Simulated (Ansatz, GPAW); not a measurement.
**A 13-layer slab of Nb(111): work function by functional and basis**

Wanted: work functions and dipole of a 13-layer slab of Nb(111), with the cost of each level.

Method: Ansatz plane waves; slab in vacuum with a dipole correction, relaxation, in the first sound run; inputs show where later runs differ, in GPAW 26.7.0 and Ansatz 0.2.0.

Report form: the programs' logs are mostly left out.

## (1) The structure

The cell holds 13 atoms: 13 Nb. Cell: a = 4.667 Å, b = 4.667 Å, c = 25.432 Å, α = 90.0°, β = 90.0°, γ = 60.0°. Vacuum lies along c.

## (2) Relaxing the atoms

The atoms are relaxed first, since the surface dipole, and with it the work function, follows the positions of the outer layers. The lowest 6 atoms are held at bulk positions and keep their forces.

input.yaml reads:

```yaml
crystal:
  lattice:
    - [4.6669047558, 0.0, 0.0]
    - [2.3334523779, 4.0416580756, 0.0]
    - [0.0, 0.0, 25.43153533]
  atoms:
    - { symbol: Nb, position: [0.0, 0.0, 0.2752488164] }
    - { symbol: Nb, position: [0.3333333333, 0.3333333333, 0.312707347] }
    - { symbol: Nb, position: [0.6666666667, 0.6666666667, 0.3501658776] }
    - { symbol: Nb, position: [0.0, 0.0, 0.3876244082] }
    - { symbol: Nb, position: [0.3333333333, 0.3333333333, 0.4250829388] }
    - { symbol: Nb, position: [0.6666666667, 0.6666666667, 0.4625414694] }
    - { symbol: Nb, position: [0.0, 0.0, 0.5] }
    - { symbol: Nb, position: [0.3333333333, 0.3333333333, 0.5374585306] }
    - { symbol: Nb, position: [0.6666666667, 0.6666666667, 0.5749170612] }
    - { symbol: Nb, position: [0.0, 0.0, 0.6123755918] }
    - { symbol: Nb, position: [0.3333333333, 0.3333333333, 0.6498341224] }
    - { symbol: Nb, position: [0.6666666667, 0.6666666667, 0.687292653] }
    - { symbol: Nb, position: [0.0, 0.0, 0.7247511836] }
kpoints:
  mp_grid: { grid: [8, 8, 1] }
hamiltonian:
  xc: pbe
scf:
  occupations: { method: fermi_dirac, width: 0.1 }
efield:
  axis: 3
  dipole_correction: true
  ramp_width: 0.05
relax:
  f_tol: 0.02
  max_steps: 60
  constraints: [{ sites: [0, 1, 2, 3, 4, 5] }]
output:
  write_potential: true
  write_density: true
  volumetric_format: npy
```

On the command line:

```console
$ ansatz run input.yaml --threads 4 --pin off --max-ram 8192MiB --backend cpu --events-out ev --progress --plain --runs-dir out
```

Run time: 71 s. Hardware: 4 threads of AMD EPYC 7R43, shared host; peak memory 1.4 GiB; 4.5 min of CPU time.

Relaxation path:

| step | energy less that of the first step (eV) | largest force component (eV/Å) |
| --- | --- | --- |
| 1 | 0.0000 | 1.7185 |
| 2 | -0.3160 | 0.3336 |
| 3 | -0.3373 | 0.1694 |
| 4 | -0.3426 | 0.0153 |
| 5 | -0.3426 | 0.0153 |

The run keeps the 6 symmetry operations that it works with, so distortions that break them were not tested.

The atoms that moved most (Å):

| atom | dx | dy | dz | length |
| --- | --- | --- | --- | --- |
| Nb13 | 0.000 | 0.000 | -0.297 | 0.297 |
| Nb11 | 0.000 | 0.000 | 0.100 | 0.100 |
| Nb12 | 0.000 | 0.000 | -0.032 | 0.032 |
| Nb10 | 0.000 | 0.000 | -0.026 | 0.026 |
| Nb7 | 0.000 | 0.000 | 0.024 | 0.024 |
| Nb9 | 0.000 | 0.000 | 0.021 | 0.021 |
| Nb8 | 0.000 | 0.000 | 0.014 | 0.014 |

The relaxed structure:

```cif
data_structure
_symmetry_space_group_name_H-M 'P 1'
_symmetry_Int_Tables_number 1
_cell_length_a 4.6669
_cell_length_b 4.6669
_cell_length_c 25.4315
_cell_angle_alpha 90.000
_cell_angle_beta 90.000
_cell_angle_gamma 60.000
_cell_volume 479.69
loop_
_atom_site_label
_atom_site_type_symbol
_atom_site_fract_x
_atom_site_fract_y
_atom_site_fract_z
_atom_site_occupancy
Nb1 Nb 0.00000 0.00000 0.27525 1
Nb2 Nb 0.33333 0.33333 0.31271 1
Nb3 Nb 0.66667 0.66667 0.35017 1
Nb4 Nb 0.00000 0.00000 0.38762 1
Nb5 Nb 0.33333 0.33333 0.42508 1
Nb6 Nb 0.66667 0.66667 0.46254 1
Nb7 Nb 0.00000 0.00000 0.50094 1
Nb8 Nb 0.33333 0.33333 0.53802 1
Nb9 Nb 0.66667 0.66667 0.57573 1
Nb10 Nb 0.00000 0.00000 0.61135 1
Nb11 Nb 0.33333 0.33333 0.65378 1
Nb12 Nb 0.66667 0.66667 0.68605 1
Nb13 Nb 0.00000 0.00000 0.71309 1
```

Numbers from this step:

| Item | Value |
| --- | --- |
| free energy | -59174.0349 eV |
| smearing term TS | 0.5825 eV |
| symmetry operations | 6 |
| upper work function | 3.802 eV |
| lower work function | 3.395 eV |
| dipole along the normal | -0.04240 e·Å |
| dipole field | -0.01599 V/Å |
| vacuum level above | 10.77 eV |
| vacuum level below | 10.36 eV |

The electrostatic potential energy of an electron (with the applied field's), less the Fermi level, planar mean by z:

| z (Å) | electrostatic potential energy of an electron (with the applied field's), less the Fermi level, planar mean (eV) |
| --- | --- |
| 0 | 3.60 |
| 1 | 3.40 |
| 2 | 3.40 |
| 3 | 3.39 |
| 4 | 3.36 |
| 5 | 3.11 |
| 6 | 0.955 |
| 7 | -9.05 |
| 8 | -10.8 |
| 9 | -10.9 |
| 10 | -10.9 |
| 11 | -10.9 |
| 12 | -10.7 |
| 13 | -11.0 |
| 14 | -11.1 |
| 15 | -11.5 |
| 16 | -9.71 |
| 17 | -13.2 |
| 18 | -13.1 |
| 19 | -0.0883 |
| 20 | 3.38 |
| 21 | 3.75 |
| 22 | 3.80 |
| 23 | 3.80 |
| 24 | 3.80 |
| 25 | 3.74 |

Valence density, planar mean against z:

| z (Å) | valence density, planar mean (e/Å³) |
| --- | --- |
| 2 | 1.2e-5 |
| 3 | 9.9e-5 |
| 4 | 8.4e-4 |
| 5 | 0.00702 |
| 6 | 0.0749 |
| 7 | 0.622 |
| 8 | 0.713 |
| 9 | 0.715 |
| 10 | 0.721 |
| 11 | 0.720 |
| 12 | 0.711 |
| 13 | 0.728 |
| 14 | 0.726 |
| 15 | 0.756 |
| 16 | 0.645 |
| 17 | 0.852 |
| 18 | 0.827 |
| 19 | 0.127 |
| 20 | 0.0110 |
| 21 | 0.00126 |
| 22 | 1.4e-4 |
| 23 | 1.5e-5 |

The relaxation lowered the energy of the cell by 0.343 eV.

## (3) The slab's potential

With the geometry fixed, the planar mean of the potential gives the vacuum level on each side.

This step: GPAW, PAW setups; slab in vacuum (GPAW 26.7.0).

run.py reads:

```python
import json
import numpy as np
from ase import Atoms
from gpaw import GPAW, PW

slab = Atoms(
    ['Nb', 'Nb', 'Nb', 'Nb', 'Nb', 'Nb', 'Nb', 'Nb', 'Nb', 'Nb', 'Nb', 'Nb', 'Nb'],
    positions=[
        [0.00000, 0.00000, 7.00000],
        [2.33345, 1.34722, 7.95263],
        [4.66690, 2.69444, 8.90526],
        [0.00000, 0.00000, 9.85788],
        [2.33345, 1.34722, 10.81051],
        [4.66690, 2.69444, 11.76314],
        [0.00000, 0.00000, 12.73969],
        [2.33345, 1.34722, 13.68280],
        [4.66690, 2.69444, 14.64169],
        [-0.00000, 0.00000, 15.54767],
        [2.33345, 1.34722, 16.62663],
        [4.66690, 2.69444, 17.44720],
        [-0.00000, 0.00000, 18.13491]],
    cell=[[4.6669, 0.0, 0.0], [2.33345, 4.04166, 0.0], [0.0, 0.0, 25.43154]],
    pbc=[True, True, False])

slab.calc = GPAW(mode=PW(400), xc='PBE', kpts={'size': (8, 8, 1), 'gamma': True},
                 occupations={'name': 'fermi-dirac', 'width': 0.1}, nbands='160%',
                 convergence={'density': 1e-05}, maxiter=200,
                 poissonsolver={'dipolelayer': 'xy'},
                 symmetry={'tolerance': 1e-3}, txt='slab.txt')
result = {}
energy = slab.get_potential_energy()
fermi = slab.calc.get_fermi_level()
v = slab.calc.get_electrostatic_potential().mean((0, 1)) - fermi
n = slab.calc.get_pseudo_density().mean((0, 1))
L = slab.cell[2, 2]
z = np.arange(len(v)) * L / len(v)
low, high = slab.positions[:, 2].min(), slab.positions[:, 2].max()
below, above = np.interp([low - 4.8, high + 4.8], z, v)
slopes = [np.interp(x, z, np.gradient(v, z)) for x in (low - 4.8, high + 4.8)]
eps = np.array([[slab.calc.get_eigenvalues(k, s) for k in range(len(slab.calc.get_ibz_k_points()))]
                for s in range(slab.calc.get_number_of_spins())]) - fermi
top, bottom = eps[eps < 0].max(), eps[eps > 0].min()
dipole = slab.get_dipole_moment()[2]
print(f'energy {energy:.4f} eV, Fermi level {fermi:.4f} eV, dipole {dipole:.5f} e A')
print(f'potential 4.8 A off the faces, from the Fermi level: lower {below:.4f} eV, upper {above:.4f} eV')
print(f'slope of the potential there: lower {slopes[0]:.5f}, upper {slopes[1]:.5f} eV/A')
print(f'nearest levels on the mesh: {top:.4f} and {bottom:.4f} eV')
print('magnetic moment', round(slab.get_magnetic_moment(), 3))
result.update(energy=energy, fermi=fermi, dipole=dipole, below=below, above=above, slopes=slopes, edges=[top, bottom],
              z=z.tolist(), v=v.tolist(), n=n.tolist(), positions=slab.positions.tolist(),
              forces=slab.get_forces(apply_constraint=False).tolist(), moments=slab.get_magnetic_moments().tolist())
json.dump(result, open('result.json', 'w'))
```

On the command line:

```console
$ OMP_NUM_THREADS=1 OPENBLAS_NUM_THREADS=1 python run.py
```

It took 16 min on 1 thread; peak memory 0.53 GiB.

Numbers from this step:

```yaml
dipole_along_the_normal: -0.04234 e·Å
levels_nearest_the_fermi_level_on_the_mesh: -0.002482, 0.01822 eV from the Fermi level
upper_work_function: 3.801 eV
lower_work_function: 3.396 eV
```

The electrostatic potential energy of an electron (without an applied field's), less the Fermi level, planar mean by z:

z (Å), electrostatic potential energy of an electron (without an applied field's), less the Fermi level, planar mean (eV) and a bar from the least value:
```
      0.0        3.6 ##############################
      0.5        3.4 #############################
      1.0        3.4 #############################
      1.5        3.4 #############################
      2.0        3.4 #############################
      2.5        3.4 #############################
      3.0        3.4 #############################
      3.5        3.4 #############################
      4.0        3.4 #############################
      4.5        3.3 #############################
      5.0        3.1 #############################
      5.5        2.6 ############################
      6.0        1.0 ##########################
      6.5       -3.8 ##################
      7.0      -10.4 ########
      7.5      -10.7 #######
      8.0      -12.0 #####
      8.5      -10.8 #######
      9.0      -12.0 #####
      9.5      -11.0 #######
     10.0      -11.8 ######
     10.5      -11.1 #######
     11.0      -11.6 ######
     11.5      -11.3 ######
     12.0      -11.2 ######
     12.5      -11.2 ######
     13.0      -11.4 ######
     13.5      -11.7 ######
     14.0      -11.1 #######
     14.5      -11.9 #####
     15.0      -11.5 ######
     15.5      -11.7 ######
     16.0       -9.2 ##########
     16.5      -11.7 ######
     17.0      -13.3 ###
     17.5      -15.3 
     18.0      -14.0 ##
     18.5       -6.8 #############
     19.0        0.1 ########################
     19.5        2.6 ############################
     20.0        3.4 #############################
     20.5        3.7 ##############################
     21.0        3.8 ##############################
     21.5        3.8 ##############################
     22.0        3.8 ##############################
     22.5        3.8 ##############################
     23.0        3.8 ##############################
     23.5        3.8 ##############################
     24.0        3.8 ##############################
     24.5        3.8 ##############################
     25.0        3.8 ##############################
```

The pseudo valence density, planar mean oscillates, so the rows of the table below give means over windows of 1 Å about each position, cut where the curve ends. Its maxima inside the range that stand out by 2 % of the span (Å: e/Å³): 7.0: 0.732, 8.1: 0.798, 8.9: 0.821, 10.0: 0.802, 10.8: 0.823, 11.7: 0.795, 12.7: 0.817, 13.8: 0.805, 14.6: 0.829, 15.5: 0.807, 16.7: 0.844, 17.4: 0.912. Its minima: 7.4: 0.598, 8.5: 0.636, 9.3: 0.629, 10.4: 0.631, 11.2: 0.629, 12.3: 0.610, 13.1: 0.642, 14.2: 0.626, 15.0: 0.662, 16.1: 0.542, 17.0: 0.775.

Table of pseudo valence density, planar mean by z; means over each step:

| z (Å) | pseudo valence density, planar mean (e/Å³) |
| --- | --- |
| 2 | 1.4e-5 |
| 3 | 1.2e-4 |
| 4 | 0.00103 |
| 5 | 0.00851 |
| 6 | 0.105 |
| 7 | 0.597 |
| 8 | 0.714 |
| 9 | 0.719 |
| 10 | 0.724 |
| 11 | 0.721 |
| 12 | 0.710 |
| 13 | 0.727 |
| 14 | 0.725 |
| 15 | 0.744 |
| 16 | 0.669 |
| 17 | 0.830 |
| 18 | 0.785 |
| 19 | 0.165 |
| 20 | 0.0133 |
| 21 | 0.00157 |
| 22 | 1.8e-4 |
| 23 | 1.9e-5 |

Force by atom:

| atom | x (eV/Å) | y (eV/Å) | z (eV/Å) | size |
| --- | --- | --- | --- | --- |
| Nb1 | 0.00 | 0.00 | 1.76 | 1.76 |
| Nb2 | 0.00 | 0.00 | 0.14 | 0.14 |
| Nb3 | 0.00 | 0.00 | -1.19 | 1.19 |
| Nb4 | 0.00 | 0.00 | -0.59 | 0.59 |
| Nb5 | 0.00 | 0.00 | -0.32 | 0.32 |
| Nb6 | 0.00 | 0.00 | 0.27 | 0.27 |
| Nb7 | 0.00 | 0.00 | -0.01 | 0.01 |
| Nb8 | 0.00 | 0.00 | 0.01 | 0.01 |
| Nb9 | 0.00 | 0.00 | 0.01 | 0.01 |
| Nb10 | 0.00 | 0.00 | 0.00 | 0.00 |
| Nb11 | 0.00 | 0.00 | -0.01 | 0.01 |
| Nb12 | 0.00 | 0.00 | -0.03 | 0.03 |
| Nb13 | 0.00 | 0.00 | -0.04 | 0.04 |

The potential is flat to 0.002 eV/Å where it is read, so the vacuum is wide enough. The geometry is the other program's minimum; here the largest force on a free atom is 0.042 eV/Å.

## (4) Self-consistent run: xc = "RPBE"

The same geometry under RPBE, to see how far the functional moves the levels against the vacuum.

Changes to run.py since step 3:

```diff
@@ -24,3 +24,3 @@
 
-slab.calc = GPAW(mode=PW(400), xc='PBE', kpts={'size': (8, 8, 1), 'gamma': True},
+slab.calc = GPAW(mode=PW(400), xc='RPBE', kpts={'size': (8, 8, 1), 'gamma': True},
                  occupations={'name': 'fermi-dirac', 'width': 0.1}, nbands='160%',
```

The job ended after 15 min (1 thread; peak memory 0.53 GiB).

This step gave:

```
dipole along the normal                    : -0.04285 e·Å
levels nearest the Fermi level on the mesh : -0.002760, 0.01757 eV from the Fermi level
upper work function                        : 3.657 eV
lower work function                        : 3.246 eV
```

The electrostatic potential energy of an electron (without an applied field's), less the Fermi level, planar mean by z:

| z (Å) | electrostatic potential energy of an electron (without an applied field's), less the Fermi level, planar mean (eV) |
| --- | --- |
| 0.0 | 3.45 |
| 0.5 | 3.25 |
| 1.0 | 3.25 |
| 1.5 | 3.25 |
| 2.0 | 3.25 |
| 2.5 | 3.25 |
| 3.0 | 3.24 |
| 3.5 | 3.23 |
| 4.0 | 3.21 |
| 4.5 | 3.14 |
| 5.0 | 2.96 |
| 5.5 | 2.44 |
| 6.0 | 0.890 |
| 6.5 | -3.91 |
| 7.0 | -10.4 |
| 7.5 | -10.7 |
| 8.0 | -12.0 |
| 8.5 | -10.9 |
| 9.0 | -12.0 |
| 9.5 | -11.1 |
| 10.0 | -11.8 |
| 10.5 | -11.2 |
| 11.0 | -11.7 |
| 11.5 | -11.3 |
| 12.0 | -11.3 |
| 12.5 | -11.3 |
| 13.0 | -11.4 |
| 13.5 | -11.8 |
| 14.0 | -11.2 |
| 14.5 | -12.0 |
| 15.0 | -11.6 |
| 15.5 | -11.8 |
| 16.0 | -9.31 |
| 16.5 | -11.7 |
| 17.0 | -13.4 |
| 17.5 | -15.4 |
| 18.0 | -14.1 |
| 18.5 | -6.90 |
| 19.0 | -0.0228 |
| 19.5 | 2.43 |
| 20.0 | 3.23 |
| 20.5 | 3.51 |
| 21.0 | 3.61 |
| 21.5 | 3.64 |
| 22.0 | 3.65 |
| 22.5 | 3.66 |
| 23.0 | 3.66 |
| 23.5 | 3.66 |
| 24.0 | 3.66 |
| 24.5 | 3.66 |
| 25.0 | 3.66 |

The pseudo valence density, planar mean oscillates, so the rows of the table below give means over windows of 1 Å about each position, cut where the curve ends. Its maxima inside the range that stand out by 2 % of the span (Å: e/Å³): 7.0: 0.733, 8.1: 0.798, 8.9: 0.821, 10.0: 0.802, 10.8: 0.822, 11.7: 0.795, 12.7: 0.817, 13.8: 0.805, 14.6: 0.829, 15.5: 0.807, 16.7: 0.844, 17.4: 0.912. Its minima: 7.4: 0.598, 8.5: 0.636, 9.3: 0.629, 10.4: 0.632, 11.2: 0.629, 12.3: 0.610, 13.1: 0.642, 14.2: 0.626, 15.0: 0.663, 16.1: 0.542, 17.0: 0.776.

Table of pseudo valence density, planar mean by z; means over each step:

| z (Å) | pseudo valence density, planar mean (e/Å³) |
| --- | --- |
| 2 | 1.7e-5 |
| 3 | 1.4e-4 |
| 4 | 0.00103 |
| 5 | 0.00831 |
| 6 | 0.105 |
| 7 | 0.597 |
| 8 | 0.714 |
| 9 | 0.719 |
| 10 | 0.724 |
| 11 | 0.721 |
| 12 | 0.710 |
| 13 | 0.727 |
| 14 | 0.725 |
| 15 | 0.744 |
| 16 | 0.669 |
| 17 | 0.830 |
| 18 | 0.785 |
| 19 | 0.165 |
| 20 | 0.0130 |
| 21 | 0.00156 |
| 22 | 1.9e-4 |
| 23 | 2.2e-5 |

Force by atom:

| atom | x (eV/Å) | y (eV/Å) | z (eV/Å) | size |
| --- | --- | --- | --- | --- |
| Nb1 | 0.00 | 0.00 | 1.53 | 1.53 |
| Nb2 | 0.00 | 0.00 | 0.06 | 0.06 |
| Nb3 | 0.00 | 0.00 | -1.25 | 1.25 |
| Nb4 | 0.00 | 0.00 | -0.59 | 0.59 |
| Nb5 | 0.00 | 0.00 | -0.32 | 0.32 |
| Nb6 | 0.00 | 0.00 | 0.28 | 0.28 |
| Nb7 | 0.00 | 0.00 | -0.02 | 0.02 |
| Nb8 | 0.00 | 0.00 | 0.01 | 0.01 |
| Nb9 | 0.00 | 0.00 | 0.01 | 0.01 |
| Nb10 | 0.00 | 0.00 | -0.03 | 0.03 |
| Nb11 | 0.00 | 0.00 | 0.02 | 0.02 |
| Nb12 | 0.00 | 0.00 | 0.08 | 0.08 |
| Nb13 | 0.00 | 0.00 | 0.22 | 0.22 |

The upper face's work function is 3.657 eV, against 3.801 eV in the first plane-wave PBE run at this geometry.

## (5) OptPBE vdW: xc = "optPBE-vdW"

The same geometry under optPBE-vdW, to see how far the functional moves the levels against the vacuum (the van der Waals functionals take revPBE setups).

Changes to run.py since step 4:

```diff
@@ -24,3 +24,3 @@
 
-slab.calc = GPAW(mode=PW(400), xc='RPBE', kpts={'size': (8, 8, 1), 'gamma': True},
+slab.calc = GPAW(mode=PW(400), xc='optPBE-vdW', kpts={'size': (8, 8, 1), 'gamma': True},
                  occupations={'name': 'fermi-dirac', 'width': 0.1}, nbands='160%',
```

The job ended after 16 min (1 thread; peak memory 0.88 GiB).

Numbers from this step:

- dipole along the normal: -0.03906 e·Å
- levels nearest the Fermi level on the mesh: -0.009825, 0.01219 eV from the Fermi level
- upper work function: 4.016 eV
- lower work function: 3.642 eV

The upper face's work function is 4.016 eV, against 3.801 eV in the first plane-wave PBE run at this geometry.

## (6) Self-consistent run: xc = "LDA"

The same geometry under LDA, to see how far the functional moves the levels against the vacuum.

Changes to run.py since step 5:

```diff
@@ -24,3 +24,3 @@
 
-slab.calc = GPAW(mode=PW(400), xc='optPBE-vdW', kpts={'size': (8, 8, 1), 'gamma': True},
+slab.calc = GPAW(mode=PW(400), xc='LDA', kpts={'size': (8, 8, 1), 'gamma': True},
                  occupations={'name': 'fermi-dirac', 'width': 0.1}, nbands='160%',
```

Elapsed: 15 min, on 1 thread; peak memory 0.52 GiB.

Numbers from this step:

* dipole along the normal: -0.04165 e·Å
* levels nearest the Fermi level on the mesh: -0.008015, 0.01942 eV from the Fermi level
* upper work function: 4.073 eV
* lower work function: 3.674 eV

The upper face's work function is 4.073 eV, against 3.801 eV in the first plane-wave PBE run at this geometry.

## (7) Self-consistent run: xc = "revPBE"

The same geometry under revPBE, to see how far the functional moves the levels against the vacuum.

Changes to run.py since step 6:

```diff
@@ -24,3 +24,3 @@
 
-slab.calc = GPAW(mode=PW(400), xc='LDA', kpts={'size': (8, 8, 1), 'gamma': True},
+slab.calc = GPAW(mode=PW(400), xc='revPBE', kpts={'size': (8, 8, 1), 'gamma': True},
                  occupations={'name': 'fermi-dirac', 'width': 0.1}, nbands='160%',
```

The job ended after 14 min (1 thread; peak memory 0.53 GiB).

This step gave:

```yaml
dipole_along_the_normal: -0.04318 e·Å
levels_nearest_the_fermi_level_on_the_mesh: -0.002805, 0.01765 eV from the Fermi level
upper_work_function: 3.674 eV
lower_work_function: 3.260 eV
```

The upper face's work function is 3.674 eV, against 3.801 eV in the first plane-wave PBE run at this geometry.

## (8) Self-consistent run: xc = "vdW-DF2"

The same geometry under vdW-DF2, to see how far the functional moves the levels against the vacuum (the van der Waals functionals take revPBE setups).

Changes to run.py since step 7:

```diff
@@ -24,3 +24,3 @@
 
-slab.calc = GPAW(mode=PW(400), xc='revPBE', kpts={'size': (8, 8, 1), 'gamma': True},
+slab.calc = GPAW(mode=PW(400), xc='vdW-DF2', kpts={'size': (8, 8, 1), 'gamma': True},
                  occupations={'name': 'fermi-dirac', 'width': 0.1}, nbands='160%',
```

The job ended after 15 min (1 thread; peak memory 0.86 GiB).

Numbers from this step:

* dipole along the normal: -0.03388 e·Å
* levels nearest the Fermi level on the mesh: -0.001995, 0.01029 eV from the Fermi level
* upper work function: 4.175 eV
* lower work function: 3.850 eV

The upper face's work function is 4.175 eV, against 3.801 eV in the first plane-wave PBE run at this geometry.

(Part 1 of 2 ends here.)

[Logs are printed without paths, hosts, clocks, repeated set-up lines and the standing remarks that a program may print on its own settings, such as how far it seeks lower states.]

[Hosts, paths, dates, database ids (printed as entryN), source tags and the programs' standing remarks are cut or masked in the printed files.]
